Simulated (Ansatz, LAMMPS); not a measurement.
## Aqueous Cs+ and Br-, 21.3 mol of salt per kg of water at 360 K (98 atoms): a reference run and its variants

Density of this cell: 2.79 g/cm³. The cell holds 98 atoms: 26 O, 52 H, 10 Cs and 10 Br. Its edges and angles: a = 11.559 Å, b = 11.559 Å, c = 11.559 Å, α = 90.0°, β = 90.0°, γ = 90.0°. 26 H2O, 10 Cs+, 10 Br- placed at random, at 2.79 g/cm³; overlaps pushed apart, then 10 ps at 420 K with Joung-Cheatham ions (J. Phys. Chem. B 112, 9020 (2008)); SPC/E water (Berendsen, Grigera and Straatsma, J. Phys. Chem. 91, 6269 (1987)). Snapshot after 20 ps at 360 K and fixed volume.

Geometry: as built.

Reference run: Kohn-Sham DFT, PBE+D4, PAW (set soft_2), plane waves (Ansatz 0.2.0), cutoff 750 eV, Γ point, fixed occupations.

```
r.m.s. force component                           : 0.5174 eV/Å
gap (highest filled to lowest empty level) : 3.967 eV
SCF cycles                                       : 8
time                                             : 5.3 s on 8 threads of Intel Xeon 6975P-C (Granite Rapids), shared host
```

**Question.** The same geometry is run again with each of these changes. How far do the results move, and how long does each run take?
- support functions medium
- support functions low
- support functions high
- support functions medium, spacing 0.33 Å
- support functions medium, spacing 0.275 Å
- support functions medium, spacing 0.238 Å
- support functions medium, spacing 0.211 Å
- support functions medium, spacing 0.165 Å
- support functions medium, spacing 0.147 Å

Differences are against the run with plane waves at 750 eV (Kohn-Sham DFT, PBE+D4, PAW (set soft_2), plane waves), whose r.m.s. force component is 0.517 eV/Å. Energies are set beside the reference only for runs with its functional, potentials and electron count. Times are for 8 threads of Intel Xeon 6975P-C (Granite Rapids), shared host.

| run | Δ force, r.m.s. (meV/Å) | share of r.m.s. force (%) | Δ energy (meV/atom) | Δ gap (eV) | cycles | time | host memory (GiB) |
| --- | --- | --- | --- | --- | --- | --- | --- |
| reference | - | - | - | - | 8 | 5.3 s | 3.6 |
| support functions medium | 2.01 | 0.389 | -0.630 | -7.0e-4 | 13 | 33 s | 4.0 |
| support functions low | 1.89 | 0.364 | -0.629 | -0.0017 | 12 | 30 s | 4.0 |
| support functions high | 1.60 | 0.310 | -0.660 | 0 | 19 | 2.3 min | 9.7 |
| support functions medium, spacing 0.33 Å | 104 | 20.1 | 29.0 | -0.0122 | 14 | 12 s | 1.8 |
| support functions medium, spacing 0.275 Å | 5.27 | 1.02 | -2.25 | -0.0015 | 13 | 16 s | 2.2 |
| support functions medium, spacing 0.238 Å | 1.26 | 0.244 | -1.07 | -7.0e-4 | 13 | 20 s | 2.6 |
| support functions medium, spacing 0.211 Å | 1.63 | 0.315 | -0.541 | -0.001 | 13 | 22 s | 3.0 |
| support functions medium, spacing 0.165 Å | 1.95 | 0.378 | -0.632 | -7.0e-4 | 13 | 31 s | 4.0 |
| support functions medium, spacing 0.147 Å | 1.77 | 0.343 | -0.665 | -6.0e-4 | 13 | 58 s | 6.1 |

Among numerical settings the force difference runs from 1.3 meV/Å (support functions medium, spacing 0.238 Å) to 104 meV/Å (support functions medium, spacing 0.33 Å). At 98 atoms the fastest of the runs at a preset level, support functions low, takes 5.6 times the time of plane waves, in 12 SCF cycles against 8. Differences between support functions and plane waves include what basis error the plane-wave run still has. As the typed spacing goes from 0.147 to 0.33 Å, the force difference goes from 1.8 to 104 meV/Å (not steadily; the least is 1.3 at 0.238 Å), and the time from 58 s to 12 s. 

[Logs are printed without paths, hosts, clocks, repeated set-up lines and the standing remarks that a program may print on its own settings, such as how far it seeks lower states.]

[Hosts, paths, dates, database ids (printed as entryN), source tags and the programs' standing remarks are cut or masked in the printed files.]
